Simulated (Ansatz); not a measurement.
# NaB (Fm-3m): from the cell to its phonons

How does NaB (Fm-3m) vibrate, and is this structure a minimum?

Program: Ansatz 0.2.0. Level of theory: DFT PBEsol, scalar-relativistic, plane waves, PAW. Results are calculated unless marked as measured.

### 1. Set-up

The structure is cubic, space group Fm-3m (No. 225). The conventional cell has a = 5.368 Å, b = 5.368 Å, c = 5.368 Å, α = 90.00°, β = 90.00°, γ = 90.00°. Nearest to Na lie 6 B at 2.68 Å. Nearest to B lie 6 Na at 2.68 Å. Farther neighbours are not listed.

### 2. Relaxation

Harmonic phonons are second derivatives at a point where the forces vanish, and they are wanted at zero stress, so atoms and cell are relaxed first.

input.yaml reads:

```yaml
crystal:
  lattice:
    - [0.0, 2.683869, 2.683869]
    - [2.683869, 0.0, 2.683869]
    - [2.683869, 2.683869, 0.0]
  atoms:
    - { symbol: Na, position: [0.0, 0.0, 0.0] }
    - { symbol: B, position: [0.5, 0.5, 0.5] }
kpoints:
  mp_grid: { grid: [14, 14, 14] }
hamiltonian:
  xc: pbesol
scf:
  occupations: { method: gaussian, width: 0.1 }
output:
  forces: true
  stress: true
  eigenvalues: true
relax:
  adjacent_minimum: "off"
  f_tol: 0.005
  max_steps: 80
  cell: { stress_tol: 0.05 }
```

Launch:

```bash
$ ansatz run input.yaml --threads 4 --pin off --max-ram 7168MiB --backend cpu --events-out ev --progress --plain --runs-dir out
```

Numbers of over 12 decimals in the logs are rounded to 6 here.

The log of the run:

```text
Engine: ansatz 0.2.0, aarch64-unknown-linux-gnu
Pseudopotentials: kind: paw
Pseudopotential: Na, paw, valence charge 9, recommended cutoff 420 eV (normal), Na.paw.azcp
Pseudopotential: B, paw, valence charge 3, recommended cutoff 420 eV (normal), B.paw.azcp
Functional definition: PBEsol
  exchange = pbesol_x
  correlation = pbesol_c
Crystal: 2 atoms, lattice volume = 38.665 Å³
Basis set: ecut = 420 eV, 749 PW (Γ), exchange–correlation on 54×54×54 points (8 copies of the dense FFT grid, shifted against one another)
Bands: 10, of which v1, the nominal top of the filled ones, is band 6 counted from 1 (5 counted from 0)
Symmetry: 48 space group operations
Space group: Fm-3m (ITA 225), of the structure as read, at distance tolerance 3.4e-5 Å
k-points: 104 of 2744
Non-local potential: Na, projectors of the file, l = 0: 3, l = 1: 2, l = 2: 1
Non-local potential: B, projectors of the file, l = 0: 2, l = 1: 2, l = 2: 1
PAW form: soft (Blöchl's): semilocal exchange-correlation on the pseudo side does not see the compensation charge
PAW frozen core: Na, regenerated for the run's functional, and the local potential with it (the file was generated under x = pbe(κ = 0.804, μ = 0.219515), c = pbe(β = 0.066725))
PAW frozen core: B, regenerated for the run's functional, and the local potential with it (the file was generated under x = pbe(κ = 0.804, μ = 0.219515), c = pbe(β = 0.066725))
PAW one-centre angular grid: Na, 110 points (default); XC on 64 Gauss nodes
PAW one-centre angular grid: B, 110 points (default); XC on 64 Gauss nodes
Initial density: superposition of atomic densities (neutral atoms: chi_scale 0, normalization atom), corrected by the library's trained network
Initial wavefunctions: pseudopotential atomic-orbital guess
Functional: x = pbesol(κ = 0.804, μ = 0.123457), c = pbesol(β = 0.046)
SCF iter   1: F=—  HF=-1624.677056 eV  |F-HF|=—  |Δ(HF+E_count)|=         —  Δρ=2.95e-3  dr2=2.09e-3  ethr=1.77e-3  ⟨swp⟩=5.1  Hψ=5724  notcnv=0
preconditioner: auto → none  [metal: Δε(μ)=0.044 eV  Ē_g=7.869 eV  σ=0.100 eV  W_gap=0.24  n_scr=8 (ndim 8)  ℏωp=11.9 eV  f_vac=0.000  D(μ)=1.13/eV (n_scr^D=8)  sad-step TF]
SCF iter   2: F=—  HF=-1624.675463 eV  |F-HF|=—  |Δ(HF+E_count)|=   1.59e-3  Δρ=9.39e-4  dr2=3.00e-4  ethr=1.74e-5  ⟨swp⟩=2.3  Hψ=2467  notcnv=0
SCF iter   3: F=—  HF=-1624.675351 eV  |F-HF|=—  |Δ(HF+E_count)|=   1.13e-4  Δρ=2.32e-4  dr2=1.72e-5  ethr=2.50e-6  ⟨swp⟩=2.0  Hψ=1567  notcnv=0
SCF iter   4: F=—  HF=-1624.675345 eV  |F-HF|=—  |Δ(HF+E_count)|=   5.11e-6  Δρ=1.60e-4  dr2=1.19e-5  ethr=1.43e-7  ⟨swp⟩=2.0  Hψ=1648  notcnv=0
SCF iter   5: F=—  HF=-1624.675340 eV  |F-HF|=—  |Δ(HF+E_count)|=   5.06e-6  Δρ=5.11e-5  dr2=1.06e-6  ethr=9.89e-8  ⟨swp⟩=1.9  Hψ=1187  notcnv=0
SCF iter   6: F=-1624.675340 eV  HF=-1624.675340 eV  |F-HF|=4.38e-9  |Δ(HF+E_count)|=   5.34e-7  Δρ=3.99e-6  dr2=8.00e-9  ethr=8.33e-10  ⟨swp⟩=3.4  Hψ=4218  notcnv=0
SCF 1 converged in 6 iterations: F = -1624.675340 eV  dr2 = 8.00e-9
  greatest PAW one-centre occupation: 0.999 electrons in one spin orbital (limit 2), on the Na atom at site 0 (counted from 0), in its partial waves of l = 0
relax step   1: F+E_penalty+E_count = -1624.67533984 eV  Δ(F+E_penalty+E_count) = +0.000e0 eV  max|allowed force component| = 1.265e-30 eV/Å  Δτ_max = 0.0000 Å  P = -0.995 GPa  Ω = 38.665 Å³  (6 SCF iters, dr2 threshold 1.00e-7 eV, accepted)
Crystal: 2 atoms, lattice volume = 37.479 Å³
Basis set: ecut = 420 eV, 725 PW (Γ), exchange–correlation on 54×54×54 points (8 copies of the dense FFT grid, shifted against one another)
Initial density: handed on by an earlier stage of this run
Initial wavefunctions: those handed on with the density
iter 1 solved again at ethr=3.99e-7 eV; its pass at ethr=3.10e-3 eV (dr2=4.79e-5 eV) is discarded
SCF iter   1: F=—  HF=-1624.680026 eV  |F-HF|=—  |Δ(HF+E_count)|=         —  Δρ=3.27e-4  dr2=4.21e-5  ethr=3.99e-7  ⟨swp⟩=2.0  Hψ=7966  notcnv=0
preconditioner: auto → none  [metal: Δε(μ)=0.063 eV  Ē_g=7.992 eV  σ=0.100 eV  W_gap=0.34  n_scr=8 (ndim 8)  ℏωp=12.1 eV  f_vac=0.000  D(μ)=1.06/eV (n_scr^D=8)]
SCF iter   2: F=—  HF=-1624.680000 eV  |F-HF|=—  |Δ(HF+E_count)|=   2.58e-5  Δρ=1.11e-4  dr2=2.33e-6  ethr=3.50e-7  ⟨swp⟩=1.8  Hψ=1205  notcnv=0
SCF iter   3: F=-1624.679999 eV  HF=-1624.679999 eV  |F-HF|=2.14e-8  |Δ(HF+E_count)|=   1.27e-6  Δρ=3.23e-5  dr2=1.23e-7  ethr=1.67e-9  ⟨swp⟩=5.8  Hψ=5181  notcnv=0
SCF 2 converged in 3 iterations: F = -1624.679999 eV  dr2 = 1.23e-7
relax step   2: F+E_penalty+E_count = -1624.67999921 eV  Δ(F+E_penalty+E_count) = -4.659e-3 eV  max|allowed force component| = 5.423e-31 eV/Å  Δτ_max = 0.0000 Å  P = -0.181 GPa  Ω = 37.479 Å³  energy of the carried Pulay correction = +2.304e-4 eV  (3 SCF iters, dr2 threshold 2.00e-7 eV, accepted)
Crystal: 2 atoms, lattice volume = 37.226 Å³
iter 1 solved again at ethr=3.20e-8 eV; its pass at ethr=3.10e-3 eV (dr2=3.84e-6 eV) is discarded
SCF iter   1: F=—  HF=-1624.680191 eV  |F-HF|=—  |Δ(HF+E_count)|=         —  Δρ=9.69e-5  dr2=2.76e-6  ethr=3.20e-8  ⟨swp⟩=2.0  Hψ=7433  notcnv=0
preconditioner: auto → none  [metal: Δε(μ)=0.057 eV  Ē_g=8.019 eV  σ=0.100 eV  W_gap=0.31  n_scr=8 (ndim 8)  ℏωp=12.2 eV  f_vac=0.000  D(μ)=1.04/eV (n_scr^D=8)]
SCF iter   2: F=—  HF=-1624.680184 eV  |F-HF|=—  |Δ(HF+E_count)|=   7.32e-6  Δρ=4.06e-5  dr2=2.49e-7  ethr=2.30e-8  ⟨swp⟩=1.8  Hψ=1200  notcnv=0
SCF iter   3: F=-1624.680184 eV  HF=-1624.680184 eV  |F-HF|=2.11e-9  |Δ(HF+E_count)|=   8.62e-8  Δρ=1.05e-5  dr2=1.37e-8  ethr=6.80e-10  ⟨swp⟩=5.0  Hψ=4786  notcnv=0
SCF 3 converged in 3 iterations: F = -1624.680184 eV  dr2 = 1.37e-8
relax step   3: F+E_penalty+E_count = -1624.68018365 eV  Δ(F+E_penalty+E_count) = -1.844e-4 eV  max|allowed force component| = 6.705e-30 eV/Å  Δτ_max = 0.0000 Å  P = +0.012 GPa  Ω = 37.226 Å³  energy of the carried Pulay correction = +2.806e-4 eV  (3 SCF iters, dr2 threshold 8.16e-8 eV, accepted)
Initial wavefunctions: pseudopotential atomic-orbital guess (no wavefunctions were taken with the density)
iter 1 solved again at ethr=2.68e-7 eV; its pass at ethr=3.10e-3 eV (dr2=3.21e-5 eV) is discarded
SCF iter   1: F=—  HF=-1624.679943 eV  |F-HF|=—  |Δ(HF+E_count)|=         —  Δρ=2.33e-5  dr2=3.11e-8  ethr=2.68e-7  ⟨swp⟩=2.9  Hψ=8630  notcnv=0
SCF iter   2: F=—  HF=-1624.679938 eV  |F-HF|=—  |Δ(HF+E_count)|=   5.50e-6  Δρ=1.15e-5  dr2=7.20e-9  ethr=2.59e-10  ⟨swp⟩=2.2  Hψ=1618  notcnv=0
SCF iter   3: F=—  HF=-1624.679938 eV  |F-HF|=—  |Δ(HF+E_count)|=   5.30e-8  Δρ=1.31e-6  dr2=1.09e-10  ethr=6.00e-11  ⟨swp⟩=2.2  Hψ=1338  notcnv=0
SCF iter   4: F=-1624.679938 eV  HF=-1624.679938 eV  |F-HF|=1.14e-12  |Δ(HF+E_count)|=  6.86e-10  Δρ=8.06e-8  dr2=8.60e-13  ethr=1.00e-12  ⟨swp⟩=6.2  Hψ=4408  notcnv=0
SCF 4 converged in 4 iterations: F = -1624.679938 eV  dr2 = 8.60e-13
relax step   4: F+E_penalty+E_count = -1624.67993767 eV  Δ(F+E_penalty+E_count) = +2.460e-4 eV  max|allowed force component| = 4.109e-30 eV/Å  Δτ_max = 0.0000 Å  P = +0.005 GPa  Ω = 37.226 Å³  stress off target by 4.67e-3 GPa  SCF on the basis re-selected at this cell (its energy is not comparable with the rows above)  (4 SCF iters)
basis re-selected at this cell: Δ(F+E_penalty+E_count) = +2.460e-4 eV, ΔP = -0.007 GPa vs the last step (what re-selecting the basis moved, of the pressure what is left beyond the Pulay correction that the steps carried, after the strain that the cell walked since its last selection, with what the two solves' SCF thresholds leave and, on support functions, any second-order correction that the steps lacked; it is no m [...]
SCF converged after 4 iterations
Free energy (F): -1624.679938 eV
Harris-Foulkes:  -1624.679938 eV  (|F-HF|=1.14e-12)
Internal energy: -1624.674722 eV  (E = F + TS)
E sigma→0 (E₀):  -1624.677330 eV
Entropy (-TS):   -0.005215 eV (-2.608 meV/atom)
Fermi energy:    2.882469 eV
--- Per-component energies (eV) ---
  E_band       = -216.702281
  E_kinetic    = 155.916363
  E_local      = -1374.035068  (includes V_loc(G=0)·N_el)
  E_nonlocal   = 131.872108
  E_hartree    = 496.110409
  E_xc         = -65.651675
  E_vxc        = -81.608454  (∫ρ·V_xc dr)
  E_paw        = -328.506070  (= ΣΔE_a)
  E_vpaw       = -41.067989  (= ΣTr[D̂ρ^β])
  E_aug_tail   = -0.000040  (compensation charges beyond the density's cutoff)
  E_ewald      = -640.450154
  E_core_change = 0.069405  (= ΣΔE_core)
  E_smearing   = -0.005215  (= −TS)
  E_closure    = -0.000000  (closes the sum)
  Σ components = -1624.679938   (vs F -1624.679938, Δ=0.00e0)
--- Forces (eV/Å), atoms counted from 1 ---
  atom   1  Na     0.00000000     0.00000000     0.00000000
  atom   2  B     -0.00000000     0.00000000     0.00000000
  max |Σ_I F_I| component: 6.51e-30 eV/Å
--- Stress (GPa, compression-positive) ---
        0.004670       0.000000       0.000000
        0.000000       0.004670       0.000000
        0.000000       0.000000       0.004670
  P = ⅓ Tr σ = 0.0047 GPa (0.047 kbar)
--- Band table (eV; the first three rows and the last of 104) ---
  k-point 0: bands = ["-47.8713", "-19.9587", "-19.9587", "-19.9587", "-4.3810", "5.3806", "5.3806", "5.3806", "10.6918", "13.1734"]
  k-point 1: bands = ["-47.8712", "-19.9612", "-19.9590", "-19.9590", "-4.3162", "5.1318", "5.3422", "5.3422", "10.8354", "12.7590"]
  k-point 2: bands = ["-47.8709", "-19.9682", "-19.9597", "-19.9597", "-4.1249", "4.4835", "5.2386", "5.2386", "11.0433", "12.3192"]
  k-point 103: bands = ["-47.8684", "-19.9919", "-19.9860", "-19.9762", "-1.7076", "2.0614", "2.5705", "3.4016", "11.5021", "11.5636"]
--- Relaxed structure (3 steps of the walk, 3 accepted, 1 SCFs on fresh bases) ---
  F+E_penalty+E_count = -1624.67993767 eV   max|allowed force component| = 4.109e-30 eV/Å   (the final SCF, on the basis selected at the relaxed cell)
  cell:  # Å, volume = 37.2261 Å³
    - [0, 2.650163, 2.650163]
    - [2.650163, 0, 2.650163]
    - [2.650163, 2.650163, 0]
  atoms:
    - { symbol: Na, position: [0, 0, 0] }
    - { symbol: B, position: [0.500000, 0.500000, 0.500000] }
```

Elapsed: 10 s, on 4 threads of Arm Neoverse N1, shared host; peak memory 0.34 GiB; 18 s of CPU time.

Step by step:

| step | energy less that of the first step (eV) | largest force component (eV/Å) | pressure (GPa) | volume (Å³) |
| --- | --- | --- | --- | --- |
| 1 | 0.0000 | 0.0000 | -0.99 | 38.66 |
| 2 | -0.0047 | 0.0000 | -0.18 | 37.48 |
| 3 | -0.0048 | 0.0000 | 0.01 | 37.23 |
| 4* | -0.0046 | 0.0000 | 0.00 | 37.23 |

Relaxation steps marked * repeat the geometry before them on a plane-wave basis chosen anew for their cell, so energy and pressure can jump there.

Forces are held to the 48 operations that the run works with; a distortion that breaks them can't arise in this run.

| conventional cell, symmetrised | before | after | change |
| --- | --- | --- | --- |
| a (Å) | 5.368 | 5.300 | -1.3 % |
| b (Å) | 5.368 | 5.300 | -1.3 % |
| c (Å) | 5.368 | 5.300 | -1.3 % |
| volume (Å³/atom) | 19.33 | 18.61 | -3.7 % |

The relaxed structure:

```xyz
2
Lattice="0.0000 2.6502 2.6502 2.6502 0.0000 2.6502 2.6502 2.6502 0.0000" Properties=species:S:1:pos:R:3 pbc="T T T"
Na    0.0000    0.0000    0.0000
B     2.6502    2.6502    2.6502
```

This step gave:

* pressure: 0.004670 GPa
* volume per atom: 18.61 Å³
* gap on the k-mesh: 0 eV

In this step the volume went from 19.33 to 18.61 Å³/atom.

### 3. Relaxing to small forces for the phonons

Phonons need a cell at rest on their own settings, so the relaxation is repeated with tight tolerances on forces and stress on the k mesh and occupations of the first response run.

input.yaml reads:

```yaml
crystal:
  lattice:
    - [0.0, 2.6501634608, 2.6501634608]
    - [2.6501634608, 0.0, 2.6501634608]
    - [2.6501634608, 2.6501634608, 0.0]
  atoms:
    - { symbol: Na, position: [0.0, 0.0, 0.0] }
    - { symbol: B, position: [0.5, 0.5, 0.5] }
kpoints:
  mp_grid: { grid: [16, 16, 16] }
hamiltonian:
  xc: pbesol
scf:
  occupations: { method: methfessel_paxton, width: 0.15 }
output:
  forces: true
  stress: true
  eigenvalues: true
  write_density: true
  write_potential: true
  elf: true
  volumetric_format: npy
relax:
  adjacent_minimum: "off"
  f_tol: 0.001
  max_steps: 60
  cell: { stress_tol: 0.01 }
```

The log of the run:

```text
[...]
Crystal: 2 atoms, lattice volume = 37.226 Å³
Basis set: ecut = 420 eV, 725 PW (Γ), exchange–correlation on 54×54×54 points (8 copies of the dense FFT grid, shifted against one another)
Bands: 10, of which v1, the nominal top of the filled ones, is band 6 counted from 1 (5 counted from 0)
Symmetry: 48 space group operations
[...]
k-points: 145 of 4096
[...]
0.000000      -0.000000       0.008523
  P = ⅓ Tr σ = 0.0085 GPa (0.085 kbar)
--- Band table (eV; the first three rows and the last of 145) ---
[...]
--- Relaxed structure (2 steps of the walk, 2 accepted, 1 SCFs on fresh bases) ---
[...]
cell:  # Å, volume = 37.2697 Å³
    - [0, 2.651198, 2.651198]
    - [2.651198, 0, 2.651198]
    - [2.651198, 2.651198, 0]
  atoms:
    - { symbol: Na, position: [0, 0, 0] }
    - { symbol: B, position: [0.5, 0.5, 0.5] }
[key lines of the parts left out:]
SCF converged after 5 iterations
Free energy (F): -1624.676671 eV
Fermi energy:    2.885938 eV
```

The job ended after 10 s (4 threads; peak memory 0.36 GiB).

Little changed from the start: no atom moved by 0.005 Å and no cell edge by 0.1 %.

Numbers from this step:

```yaml
pressure: 0.008523 GPa
volume_per_atom: 18.63 Å³
```

ELF in the ac plane of the conventional cell at fractional y = 0.000, with atoms of Na and B within 0.2 Å of it. It is the smooth field of the valence electrons, not physical close to the nuclei.

Ten even steps from '_' (0.05) to '@' (0.84), each cell a mean:
```
==**::__**@@##::==@@@@--__++++
++--__..**@@@@%%@@@@%%--__::++
______..==##%%@@@@%%++::______
----::::::----------::..::----
@@%%##==..____________::++%%@@
%%@@@@**____--++==..__--%%@@@@
::##@@**__::**==++==__--@@@@==
__**@@**__--**--==++__--@@%%::
**@@@@**__..++****--__--%%@@##
@@@@%%++..__..--::____--##@@@@
****++::....________..::==****
____....::++********==::....__
::..__..++%%@@@@@@@@##::____::
**++..__**@@@@**##@@%%--__--**
--**::__**@@**__::%%@@--__++==
```
Columns run along a (5.3 Å), rows up along c (5.3 Å), edges of the conventional cell, whose origin can differ from the input's. Atoms in or near the plane, at fractional coordinates: Na at (0.00, 0.00), Na at (0.50, 0.50), B at (0.50, 0.00), B at (0.00, 0.50).

Electrostatic potential energy in the ac plane of the conventional cell at fractional y = 0.000, with atoms of Na and B within 0.2 Å of it. With pseudopotentials it is smooth inside the atoms' cores, unlike the true potential.

Ten even steps from '0' (-63 eV) to '9' (6 eV), each cell a mean:
```
048998412699961
689999766899986
999999999999999
999999999999999
999999999999999
689999867899986
148998402799962
038998200699961
368998624899974
889999888999998
999999999999999
999999999999999
899999888999998
369998634899984
038998301699960
```
Columns run along a (5.3 Å; values clipped at the 3rd and 97th percentile), rows up along c (5.3 Å), edges of the conventional cell, whose origin can differ from the input's. Atoms in or near the plane, at fractional coordinates: Na at (0.00, 0.00), Na at (0.50, 0.50), B at (0.50, 0.00), B at (0.00, 0.50).

Valence density in the ac plane of the conventional cell at fractional y = 0.000, with atoms of Na and B within 0.2 Å of it. It is the smooth field of the valence electrons, not physical close to the nuclei.

Ten steps, logarithmic in the rise over the least value, from '_' (0 e/Å³) to '@' (18 e/Å³), each cell a mean:
```
@@##::__..::::::::::..____==%%
++--______..::::::....____..==
..__________........__________
______________________________
....__________..__________....
::::..______--++==..____....::
::::::____::##@@%%==____..::::
::::::..__::##@@@@++..__..::::
::::..____..++####--____..::::
::....______..::::________..::
..__________________________..
______________..______________
::..______....::::..________::
##++..____..::::::::..____--##
@@##::__..::::::::::..__..++@@
```
Columns run along a (5.3 Å), rows up along c (5.3 Å), edges of the conventional cell, whose origin can differ from the input's. Atoms in or near the plane, at fractional coordinates: Na at (0.00, 0.00), Na at (0.50, 0.50), B at (0.50, 0.00), B at (0.00, 0.50).

The forces vanish by symmetry and the pressure is 0.009 GPa, within the tolerances set. The cell now holds 18.63 Å³/atom.

(Continued in part 2 of 2.)

[Logs are printed without paths, hosts, clocks, repeated set-up lines and the standing remarks that a program may print on its own settings, such as how far it seeks lower states.]

[Hosts, paths, dates, database ids (printed as entryN), source tags and the programs' standing remarks are cut or masked in the printed files.]
